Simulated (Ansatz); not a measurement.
# GaN (P6_3mc): the gap up the ladder of methods

What gap does each level of theory give for GaN (P6_3mc), and in what time?

Method: density functionals, hybrids and G0W0, plane waves, PAW, in Ansatz 0.2.0.

The database entry behind the starting cell has ideal inner coordinates that were not refined, so it need not match the best structure at ambient conditions.

## (1) The structure

The structure is hexagonal, space group P6_3mc (No. 186). The conventional cell has a = 3.190 Å, b = 3.190 Å, c = 5.189 Å, α = 90.00°, β = 90.00°, γ = 120.00°. Ga has 4 N at 1.95 Å nearest. Nearest to N lie 4 Ga at 1.95 Å. Farther neighbours and most contacts between anions are not listed.

The cell and positions come from the Crystallography Open Database and are kept as given unless a step says otherwise. The default PAW set here is soft_1. Its files were made with PBE; for other functionals the partial waves and projectors stay those of PBE.

## (2) LDA on the 12×12×4 mesh

This step: DFT, LDA, plane waves, PAW.

input.yaml reads:

```yaml
crystal:
  lattice:
    - [3.19, 0.0, 0.0]
    - [-1.595, 2.7626210381, 0.0]
    - [0.0, 0.0, 5.189]
  atoms:
    - { symbol: Ga, position: [0.6666666667, 0.3333333333, 0.0] }
    - { symbol: Ga, position: [0.3333333333, 0.6666666667, 0.5] }
    - { symbol: "N", position: [0.6666666667, 0.3333333333, 0.375] }
    - { symbol: "N", position: [0.3333333333, 0.6666666667, 0.875] }
kpoints:
  mp_grid: { grid: [12, 12, 4] }
  band_path:
    path:
      - [0.0, 0.0, 0.0]
      - [0.5, 0.0, 0.0]
      - [0.33333333, 0.33333333, 0.0]
      - [0.0, 0.0, 0.5]
      - [0.5, 0.0, 0.5]
      - [0.33333333, 0.33333333, 0.5]
    npoints: 1
hamiltonian:
  xc: lda
  pseudopotentials: { kind: paw, azcp: { folder: "./paw" } }
scf:
  occupations: { method: fixed }
  n_extra_bands: 5
output:
  eigenvalues: true
```

Command:

```
$ ansatz run input.yaml --threads 3 --pin off --max-ram 92160MiB --backend cuda --events-out ev --progress --plain --runs-dir out --devices 1 --max-vram 13GiB
```

Numbers of over 12 decimals in the logs are rounded to 6 here.

Log:

```text
Warning: <dir> the record states the generating functional pbe (its physics header spells it `PBE`), which answers neither for hamiltonian.xc's functional nor for the lda family's — results may be inconsistent (PPs are generated against a specific XC)
Warning: <dir> the record states the generating functional pbe (its physics header spells it `PBE`), which answers neither for hamiltonian.xc's functional nor for the lda family's — results may be inconsistent (PPs are generated against a specific XC)
scf.n_extra_bands = 5 over 18 filled bands (N_el = 36.0): the run solves 23 bands
GPUs: using 1 of 1 available (devices: 1).
Engine: ansatz 0.2.0, x86_64-unknown-linux-gnu
Pseudopotentials: kind: paw
Pseudopotential: Ga, paw, valence charge 13, recommended cutoff 420 eV (normal), <dir>
Pseudopotential: N, paw, valence charge 5, recommended cutoff 420 eV (normal), <dir>
Functional definition: SPW92
  exchange = slater_x
  correlation = pw_c
device memory: the entry about to start is reckoned to put 1.6 GiB on a device that reports 48.2 GiB free (of which the cap on the GPU budget leaves the run 13.0 GiB)
GPU FFT provider: cuFFT
GPU libraries: cuBLAS 13.8.2, cuFFT 12.4.0, cuSOLVER 12.3.4
Crystal: 4 atoms, lattice volume = 45.729 Å³
Basis set: ecut = 420 eV, 917 PW (Γ)
Bands: 23, of which v1, the nominal top of the filled ones, is band 18 counted from 1 (17 counted from 0)
Symmetry: 12 space group operations
Space group: P63mc (ITA 186), of the structure as read, at distance tolerance 3.6e-5 Å
k-points: 57 of 576 (time reversal used)
Non-local potential: Ga, projectors of the file, l = 0: 2, l = 1: 2, l = 2: 3, l = 3: 1
Non-local potential: N, projectors of the file, l = 0: 2, l = 1: 2, l = 2: 1
PAW form: soft (Blöchl's): semilocal exchange-correlation on the pseudo side does not see the compensation charge
PAW frozen core: Ga, regenerated for the run's functional, and the local potential with it (the file was generated under x = pbe(κ = 0.804, μ = 0.219515), c = pbe(β = 0.066725))
PAW frozen core: N, regenerated for the run's functional, and the local potential with it (the file was generated under x = pbe(κ = 0.804, μ = 0.219515), c = pbe(β = 0.066725))
PAW one-centre angular grid: Ga, 590 points (default); XC on 64 Gauss nodes
PAW one-centre angular grid: N, 110 points (default); XC on 64 Gauss nodes
Initial density: superposition of atomic densities (chi_scale 0.1, normalization cell, long waves kept (reshape's long-wave potential 0.00 eV rms))
Initial wavefunctions: pseudopotential atomic-orbital guess
GPU buffer pool allocated for 20736 grid points (all kernels)
GPU transforms: local potential and band sums: pruned to the plane-wave sphere, on 24×24×36
Functional: x = slater, c = lda
SCF iter   1: F=—  HF=-8165.381103 eV  |F-HF|=—  |Δ(HF+E_count)|=         —  Δρ=1.03e-1  dr2=4.19e0  ethr=3.10e-3  ⟨swp⟩=4.0  Hψ=4668  notcnv=0  defer=51
preconditioner: auto → Resta (q_TF=auto, 2.622 Å⁻¹)  ε∞=4.6  [insulator: Δε(μ)=2.732 eV  Ē_g=17.469 eV  n_scr=22 (ndim 8)  ℏωp=32.9 eV  f_vac=0.000  ε∞_Penn≈4.6]
SCF iter   2: F=—  HF=-8164.319754 eV  |F-HF|=—  |Δ(HF+E_count)|=    1.06e0  Δρ=4.41e-2  dr2=4.76e-1  ethr=3.10e-3  ⟨swp⟩=2.1  Hψ=2372  notcnv=0  defer=107
SCF iter   3: F=—  HF=-8164.199249 eV  |F-HF|=—  |Δ(HF+E_count)|=   1.21e-1  Δρ=1.66e-2  dr2=9.69e-2  ethr=1.32e-3  ⟨swp⟩=2.0  Hψ=1632  notcnv=0  defer=168
SCF iter   4: F=—  HF=-8164.166649 eV  |F-HF|=—  |Δ(HF+E_count)|=   3.26e-2  Δρ=2.69e-3  dr2=4.09e-3  ethr=2.69e-4  ⟨swp⟩=3.0  Hψ=2375  notcnv=0  defer=168
SCF iter   5: F=—  HF=-8164.165011 eV  |F-HF|=—  |Δ(HF+E_count)|=   1.64e-3  Δρ=2.36e-3  dr2=1.40e-3  ethr=1.14e-5  ⟨swp⟩=2.0  Hψ=2390  notcnv=0  defer=169
SCF iter   6: F=—  HF=-8164.165312 eV  |F-HF|=—  |Δ(HF+E_count)|=   3.01e-4  Δρ=6.32e-4  dr2=1.32e-4  ethr=3.90e-6  ⟨swp⟩=2.6  Hψ=2040  notcnv=0  defer=169
SCF iter   7: F=—  HF=-8164.165171 eV  |F-HF|=—  |Δ(HF+E_count)|=   1.41e-4  Δρ=9.95e-5  dr2=4.79e-6  ethr=3.66e-7  ⟨swp⟩=2.4  Hψ=2130  notcnv=0  defer=57
SCF iter   8: F=—  HF=-8164.165316 eV  |F-HF|=—  |Δ(HF+E_count)|=   1.45e-4  Δρ=1.18e-5  dr2=5.47e-8  ethr=2.78e-10  ⟨swp⟩=6.7  Hψ=6635  notcnv=0
SCF iter   9: F=-8164.165316 eV  HF=-8164.165316 eV  |F-HF|=1.82e-11  |Δ(HF+E_count)|=   2.97e-8  Δρ=1.26e-6  dr2=6.83e-10  ethr=1.52e-10  ⟨swp⟩=1.0  Hψ=3847  notcnv=0
SCF 1 converged in 9 iterations: F = -8164.165316 eV  dr2 = 6.83e-10
[...]
device memory: the entry about to start is reckoned to put 0.9 GiB on a device that reports 45.9 GiB free (of which the cap on the GPU budget leaves the run 13.0 GiB)
NSCF: frozen V_eff on 6 k-points
SCF converged after 9 iterations
Free energy (F): -8164.165316 eV
Harris-Foulkes:  -8164.165316 eV  (|F-HF|=1.82e-11)
Internal energy: -8164.165316 eV  (E = F + TS)
E sigma→0 (E₀):  -8164.165316 eV
Fermi energy:    9.307278 eV
--- Per-component energies (eV) ---
  E_band       = -25.871296
  E_kinetic    = 480.865262
  E_local      = -2840.713842  (includes V_loc(G=0)·N_el)
  E_nonlocal   = -103.787230
  E_hartree    = 1789.541261
  E_xc         = -242.647437
  E_vxc        = -261.547956  (∫ρ·V_xc dr)
  E_paw        = -4078.533239  (= ΣΔE_a)
  E_vpaw       = -879.772040  (= ΣTr[D̂ρ^β])
  E_aug_tail   = 0.001405  (compensation charges beyond the density's cutoff)
  E_ewald      = -3172.508547
  E_core_change = 3.617051  (= ΣΔE_core)
  E_smearing   = -0.000000  (= −TS)
  E_closure    = 0.000000  (closes the sum)
  Σ components = -8164.165316   (vs F -8164.165316, Δ=0.00e0)
--- Band table (eV; the first three rows and the last of 57) ---
  k-point 0: bands = [... 14 lower, 8.2504, 9.2400, 9.3073, 9.3073, 11.2082, 13.4457, 18.3376, 19.0026, ... 1 higher]
  k-point 1: bands = [... 14 lower, 8.3984, 8.3984, 9.1454, 9.1454, 12.3795, 13.5577, 17.9517, 18.6782, ... 1 higher]
  k-point 2: bands = [... 14 lower, 8.7649, 8.7649, 8.7649, 8.7649, 13.4739, 13.4739, 17.6187, 17.6187, ... 1 higher]
  k-point 56: bands = [... 14 lower, 5.0790, 5.0790, 7.7969, 7.7969, 15.6063, 15.6063, 16.4623, 16.4623, ... 1 higher]
```

The job ended after 17 s (1 × NVIDIA H100 80GB HBM3 (shared by 6 runs) with 3 threads of AMD EPYC 7R13 (Zen 3), shared host; peak memory 0.87 GiB).

Reading the cycles: dr2 is the Hartree energy of the density residual (eV), the measure of convergence; HF is the Harris–Foulkes estimate of the energy, which meets the free energy F at convergence.

This step gave:

```yaml
gap: 1.901 eV
valence_top_at: Γ
conduction_bottom_at: Γ
least_direct_gap: 1.901 eV
```

Over mesh and listed points the gap is 1.901 eV, direct, at k = Γ. The program's warnings for this run: pseudo functional mismatch.

## (3) PBE on the 12×12×4 mesh

Levels along a band path and on the mesh show where this functional puts the band edges.

This step: DFT, PBE, plane waves, PAW.

input.yaml reads:

```yaml
crystal:
  lattice:
    - [3.19, 0.0, 0.0]
    - [-1.595, 2.7626210381, 0.0]
    - [0.0, 0.0, 5.189]
  atoms:
    - { symbol: Ga, position: [0.6666666667, 0.3333333333, 0.0] }
    - { symbol: Ga, position: [0.3333333333, 0.6666666667, 0.5] }
    - { symbol: "N", position: [0.6666666667, 0.3333333333, 0.375] }
    - { symbol: "N", position: [0.3333333333, 0.6666666667, 0.875] }
kpoints:
  mp_grid: { grid: [12, 12, 4] }
  band_path:
    path:
      - [[0.0, 0.0, 0.0], [0.5, 0.0, 0.0], [0.33333333, 0.33333333, 0.0], [0.0, 0.0, 0.0], [0.0, 0.0, 0.5], [0.5, 0.0, 0.5], [0.33333333, 0.33333333, 0.5], [0.0, 0.0, 0.5]]
      - [[0.5, 0.0, 0.5], [0.5, 0.0, 0.0]]
      - [[0.33333333, 0.33333333, 0.5], [0.33333333, 0.33333333, 0.0]]
    npoints: 10
hamiltonian:
  xc: pbe
  pseudopotentials: { kind: paw, azcp: { folder: "./paw" } }
scf:
  occupations: { method: fermi_dirac, width: 0.02 }
  n_extra_bands: 5
output:
  eigenvalues: true
  write_density: true
  write_potential: true
  elf: true
  volumetric_format: npy
```

Log:

```text
[...]
GPUs: using 1 of 1 available (devices: 1).
[...]
GPU FFT provider: cuFFT
GPU libraries: cuBLAS 13.8.2, cuFFT 12.4.0, cuSOLVER 12.3.4
Crystal: 4 atoms, lattice volume = 45.729 Å³
Basis set: ecut = 420 eV, 917 PW (Γ)
Bands: 23, of which v1, the nominal top of the filled ones, is band 18 counted from 1 (17 counted from 0)
Symmetry: 12 space group operations
[...]
k-points: 57 of 576 (time reversal used)
[...]
GPU buffer pool allocated for 20736 grid points (all kernels)
[...]
SCF iter   1: F=—  HF=-8337.205093 eV  |F-HF|=—  |Δ(HF+E_count)|=         —  Δρ=1.13e-1  dr2=5.08e0  ethr=3.10e-3  ⟨swp⟩=4.5  Hψ=5353  notcnv=0
[...]
SCF iter   9: F=-8335.825376 eV  HF=-8335.825376 eV  |F-HF|=2.70e-9  |Δ(HF+E_count)|=   1.34e-7  Δρ=2.32e-6  dr2=2.62e-9  ethr=2.48e-10  ⟨swp⟩=1.9  Hψ=4391  notcnv=0
SCF 1 converged in 9 iterations: F = -8335.825376 eV  dr2 = 2.62e-9
[...]
NSCF: frozen V_eff on 93 k-points, pencils in batches of 32, up to order 104
SCF converged after 9 iterations
Free energy (F): -8335.825376 eV
[...]
Internal energy: -8335.825376 eV  (E = F + TS)
E sigma→0 (E₀):  -8335.825376 eV
Fermi energy:    10.631931 eV
[...]
--- Band table (eV; the first three rows and the last of 57) ---
  k-point 0: bands = [... 14 lower, 8.6338, 9.6139, 9.6777, 9.6777, 11.5692, 13.9216, 18.8619, 19.5625, ... 1 higher]
  k-point 1: bands = [... 14 lower, 8.7802, 8.7802, 9.5181, 9.5181, 12.7663, 14.0254, 18.4748, 19.2399, ... 1 higher]
  k-point 2: bands = [... 14 lower, 9.1425, 9.1425, 9.1425, 9.1425, 13.9043, 13.9043, 18.1593, 18.1593, ... 1 higher]
  k-point 56: bands = [... 14 lower, 5.5074, 5.5074, 8.1860, 8.1860, 16.0941, 16.0941, 16.9758, 16.9758, ... 1 higher]
```

Wall time 19 s (1 × NVIDIA H100 80GB HBM3 (shared by 6 runs) with 3 threads); peak memory 0.92 GiB.

Numbers from this step:

- filled bands: 18
- gap: 1.891 eV
- valence top at: Γ
- conduction bottom at: Γ
- least direct gap: 1.891 eV

Over mesh and path the gap is 1.891 eV, direct, at k = Γ. PBE against LDA: 1.891 − 1.901 = −0.010 eV, with the same mesh, files and cutoff, and both edges at the same k points.

## (4) PBE+SOC on the 12×12×4 mesh

This run has two-component orbitals with spin-orbit coupling.

This step: DFT, PBE with spin-orbit coupling, plane waves, PAW.

input.yaml reads:

```yaml
crystal:
  lattice:
    - [3.19, 0.0, 0.0]
    - [-1.595, 2.7626210381, 0.0]
    - [0.0, 0.0, 5.189]
  atoms:
    - { symbol: Ga, position: [0.6666666667, 0.3333333333, 0.0] }
    - { symbol: Ga, position: [0.3333333333, 0.6666666667, 0.5] }
    - { symbol: "N", position: [0.6666666667, 0.3333333333, 0.375] }
    - { symbol: "N", position: [0.3333333333, 0.6666666667, 0.875] }
kpoints:
  mp_grid: { grid: [12, 12, 4] }
  band_path:
    path:
      - [0.0, 0.0, 0.0]
      - [0.5, 0.0, 0.0]
      - [0.33333333, 0.33333333, 0.0]
      - [0.0, 0.0, 0.5]
      - [0.5, 0.0, 0.5]
      - [0.33333333, 0.33333333, 0.5]
    npoints: 1
hamiltonian:
  xc: pbe
  pseudopotentials: { kind: paw_fr, azcp: { folder: "./paw" } }
scf:
  occupations: { method: fixed }
  n_extra_bands: 10
magnetization:
  noncollinear: true
  spin_orbit: true
output:
  eigenvalues: true
```

Log:

```text
[...]
GPUs: using 1 of 1 available (devices: 1).
[...]
non-collinear run that drives no moment, with spin-orbit: no starting moment large enough to seed its density (crystal.atoms[].spin), no starting occupations that ask for one, no magnetisation constraint and no magnetic field, so the semilocal B_xc is pinned to zero
[...]
GPU FFT provider: cuFFT
[...]
k-point 0: bands = [... 32 lower, 9.6746, 9.6746, 9.6804, 9.6804, 11.5688, 11.5688, 13.9210, 13.9210, ... 6 higher]
  k-point 1: bands = [... 32 lower, 9.5122, 9.5122, 9.5228, 9.5228, 12.7657, 12.7657, 14.0247, 14.0247, ... 6 higher]
  k-point 2: bands = [... 32 lower, 9.1509, 9.1509, 9.1509, 9.1509, 13.9034, 13.9034, 13.9034, 13.9034, ... 6 higher]
  k-point 56: bands = [... 32 lower, 8.1816, 8.1816, 8.1883, 8.1883, 16.0800, 16.0800, 16.1057, 16.1057, ... 6 higher]
[key lines of the parts left out:]
SCF converged after 9 iterations
Magnetization: |M| = 0.0000 μB,  M = (+0.0000, +0.0000, +0.0000) μB
Free energy (F): -8335.985911 eV
Fermi energy:    9.680379 eV
```

Elapsed: 15 s, on 1 × NVIDIA H100 80GB HBM3 (shared by 6 runs) with 3 threads; peak memory 0.94 GiB; 7.3 s of CPU time.

This step gave:

| Quantity | Value |
| --- | --- |
| gap | 1.888 eV |
| valence top at | Γ |
| conduction bottom at | Γ |
| least direct gap | 1.888 eV |

Over mesh and listed points the gap is 1.888 eV, direct, at k = Γ. PBE+SOC against PBE: 1.888 − 1.891 = −0.003 eV, with the same mesh, set of files (read in its fully relativistic form for the spin-orbit run) and cutoff, and both edges at the same k points. The spin-orbit run sees mesh and listed points alone, so its gap is an upper bound: the coupling can move an edge off these points, the more so as this crystal has no centre of inversion, and the change over the zone, its sign included where it is small, is not known.

## (5) r2SCAN on the 12×12×4 mesh

r2SCAN is a meta-GGA: it depends on the kinetic-energy density as well as on the density and its gradient.

This step: DFT, r2SCAN, plane waves, PAW.

Edit input.yaml of step 4 so:

```diff
@@ -22,11 +22,12 @@
 hamiltonian:
-  xc: pbe
-  pseudopotentials: { kind: paw_fr, azcp: { folder: "./paw" } }
+  xc: r2scan
+  pseudopotentials: { kind: paw, azcp: { folder: "./paw" } }
 scf:
   occupations: { method: fixed }
-  n_extra_bands: 10
-magnetization:
-  noncollinear: true
-  spin_orbit: true
+  n_extra_bands: 5
 output:
   eigenvalues: true
+  write_density: true
+  write_potential: true
+  elf: true
+  volumetric_format: npy
```

Log:

```text
[...]
GPUs: using 1 of 1 available (devices: 1).
[...]
GPU FFT provider: cuFFT
GPU libraries: cuBLAS 13.8.2, cuFFT 12.4.0, cuSOLVER 12.3.4
Crystal: 4 atoms, lattice volume = 45.729 Å³
Basis set: ecut = 500 eV, 1141 PW (Γ), exchange–correlation on 96×96×160 points (64 copies of the dense FFT grid, shifted against one another)
[...]
--- Band table (eV; the first three rows and the last of 57) ---
  k-point 0: bands = [... 14 lower, 8.3250, 9.3376, 9.3997, 9.3997, 11.7058, 14.1962, 19.3346, 19.9560, ... 1 higher]
  k-point 1: bands = [... 14 lower, 8.4757, 8.4757, 9.2357, 9.2357, 12.9129, 14.2953, 18.9204, 19.6738, ... 1 higher]
  k-point 2: bands = [... 14 lower, 8.8489, 8.8489, 8.8489, 8.8489, 14.1327, 14.1327, 18.5791, 18.5791, ... 1 higher]
  k-point 56: bands = [... 14 lower, 5.1384, 5.1384, 7.8621, 7.8621, 16.4077, 16.4077, 17.2400, 17.2400, ... 1 higher]
[key lines of the parts left out:]
SCF converged after 9 iterations
Free energy (F): -8352.778286 eV
Fermi energy:    9.399675 eV
```

It took 15 s on 1 × NVIDIA H100 80GB HBM3 (shared by 6 runs) with 3 threads; peak memory 0.94 GiB.

This step gave:

```yaml
gap: 2.306 eV
valence_top_at: Γ
conduction_bottom_at: Γ
least_direct_gap: 2.306 eV
```

Over mesh and listed points the gap is 2.306 eV, direct, at k = Γ. r2SCAN against PBE: 2.306 − 1.891 = +0.415 eV. The runs also differ in plane-wave cutoff (420 eV and 500 eV), so how much of this comes from the functional alone is not known.

## (6) HSE06 on the 6×6×4 mesh

HSE06 mixes in a quarter of exact exchange at short range.

This step: DFT, HSE06, plane waves, PAW.

Edit input.yaml of step 5 so:

```diff
@@ -11,3 +11,3 @@
 kpoints:
-  mp_grid: { grid: [12, 12, 4] }
+  mp_grid: { grid: [6, 6, 4] }
   band_path:
@@ -22,3 +22,3 @@
 hamiltonian:
-  xc: r2scan
+  xc: hse06
   pseudopotentials: { kind: paw, azcp: { folder: "./paw" } }
```

Log:

```text
[...]
GPUs: using 1 of 1 available (devices: 1).
[...]
davidson cushion auto → on  (no smearing: the cushion is to keep the highest requested band from converging to the state above it; pin scf.eigensolver.cushion to override)
[...]
GPU FFT provider: cuFFT
GPU libraries: cuBLAS 13.8.2, cuFFT 12.4.0, cuSOLVER 12.3.4
Crystal: 4 atoms, lattice volume = 45.729 Å³
Basis set: ecut = 420 eV, 917 PW (Γ)
[...]
Fermi energy:    8.847782 eV
[...]
--- Band table (eV; the first three rows and the last of 21) ---
  k-point 0: bands = [... 14 lower, 7.7184, 8.7865, 8.8478, 8.8478, 11.9966, 14.5159, 19.7865, 20.3023, ... 1 higher]
  k-point 1: bands = [... 14 lower, 7.8762, 7.8762, 8.6746, 8.6746, 13.1982, 14.6270, 19.3377, 20.0018, ... 1 higher]
  k-point 2: bands = [... 14 lower, 8.2676, 8.2676, 8.2676, 8.2676, 14.4781, 14.4781, 18.9217, 18.9217, ... 1 higher]
  k-point 20: bands = [... 14 lower, 4.3613, 4.3613, 7.2508, 7.2508, 16.7269, 16.7269, 17.5262, 17.5262, ... 1 higher]
[key lines of the parts left out:]
Free energy (F): -8336.815767 eV
```

The job ended after 35 s (1 × NVIDIA H100 80GB HBM3 (shared by 6 runs) with 3 threads; peak memory 1.4 GiB).

Numbers from this step:

```yaml
gap: 3.149 eV
valence_top_at: Γ
conduction_bottom_at: Γ
least_direct_gap: 3.149 eV
exact_exchange_fraction: 0.25
```

Over mesh and listed points the gap is 3.149 eV, direct, at k = Γ. HSE06 against PBE: 3.149 − 1.891 = +1.258 eV. The runs also differ in mesh (12×12×4 and 6×6×4), so how much of this comes from the functional alone is not known.

## (7) PBE0 on the 6×6×4 mesh

PBE0 mixes in a quarter of exact exchange at all distances.

This step: DFT, PBE0, plane waves, PAW.

Edit input.yaml of step 6 so:

```diff
@@ -22,3 +22,3 @@
 hamiltonian:
-  xc: hse06
+  xc: pbe0
   pseudopotentials: { kind: paw, azcp: { folder: "./paw" } }
@@ -29,5 +29 @@
   eigenvalues: true
-  write_density: true
-  write_potential: true
-  elf: true
-  volumetric_format: npy
```

Log:

```text
[...]
GPUs: using 1 of 1 available (devices: 1).
[...]
GPU FFT provider: cuFFT
GPU libraries: cuBLAS 13.8.2, cuFFT 12.4.0, cuSOLVER 12.3.4
Crystal: 4 atoms, lattice volume = 45.729 Å³
Basis set: ecut = 420 eV, 917 PW (Γ)
Bands: 23, of which v1, the nominal top of the filled ones, is band 18 counted from 1 (17 counted from 0)
Symmetry: 12 space group operations
[...]
k-points: 21 of 144 (time reversal used)
[...]
Fermi energy:    8.473867 eV
[...]
--- Band table (eV; the first three rows and the last of 21) ---
  k-point 0: bands = [... 14 lower, 7.3329, 8.4161, 8.4739, 8.4739, 12.3134, 14.8693, 20.1762, 20.6807, ... 1 higher]
  k-point 1: bands = [... 14 lower, 7.4914, 7.4914, 8.2968, 8.2968, 13.5373, 14.9818, 19.7258, 20.3791, ... 1 higher]
  k-point 2: bands = [... 14 lower, 7.8851, 7.8851, 7.8851, 7.8851, 14.8364, 14.8364, 19.3030, 19.3030, ... 1 higher]
  k-point 20: bands = [... 14 lower, 3.9414, 3.9414, 6.8622, 6.8622, 17.0961, 17.0961, 17.9033, 17.9033, ... 1 higher]
[key lines of the parts left out:]
Free energy (F): -8337.025830 eV
```

Elapsed: 26 s, on 1 × NVIDIA H100 80GB HBM3 (shared by 6 runs) with 3 threads; peak memory 1.4 GiB; 21 s of CPU time.

Numbers from this step:

| Property | Result |
| --- | --- |
| gap | 3.840 eV |
| valence top at | Γ |
| conduction bottom at | Γ |
| least direct gap | 3.840 eV |
| exact-exchange fraction | 0.25 |

Over mesh and listed points the gap is 3.840 eV, direct, at k = Γ. PBE0 against HSE06: 3.840 − 3.149 = +0.691 eV, with the same mesh, files and cutoff, and both edges at the same k points.

[end of part 1 of 2]

[Paths, hosts, dates, memory and timing lines, banners, echoed tables and standing remarks are left out of the program output.]

[Logs are printed without paths, hosts, clocks, repeated set-up lines and the standing remarks that a program may print on its own settings, such as how far it seeks lower states.]

[Runs of the session that timed out or met a known fault of the program may be left out.]

[Cells called generated may have been cut or substituted from an entry of the Crystallography Open Database or the Materials Project.]

[Hosts, paths, dates, database ids (printed as entryN), source tags and the programs' standing remarks are cut or masked in the printed files.]

[Where an RPA ε∞ is given, it is that of the G0W0 mesh and is not shown converged in it. Names of k-points follow the symmetry that the program found, which can be lower than the space group named. Band edges on a path are those of the sampled points; other points can move an edge, and change direct to indirect where valleys lie close.]

[Hybrid gaps are those of their k-mesh and are not shown converged in it.]
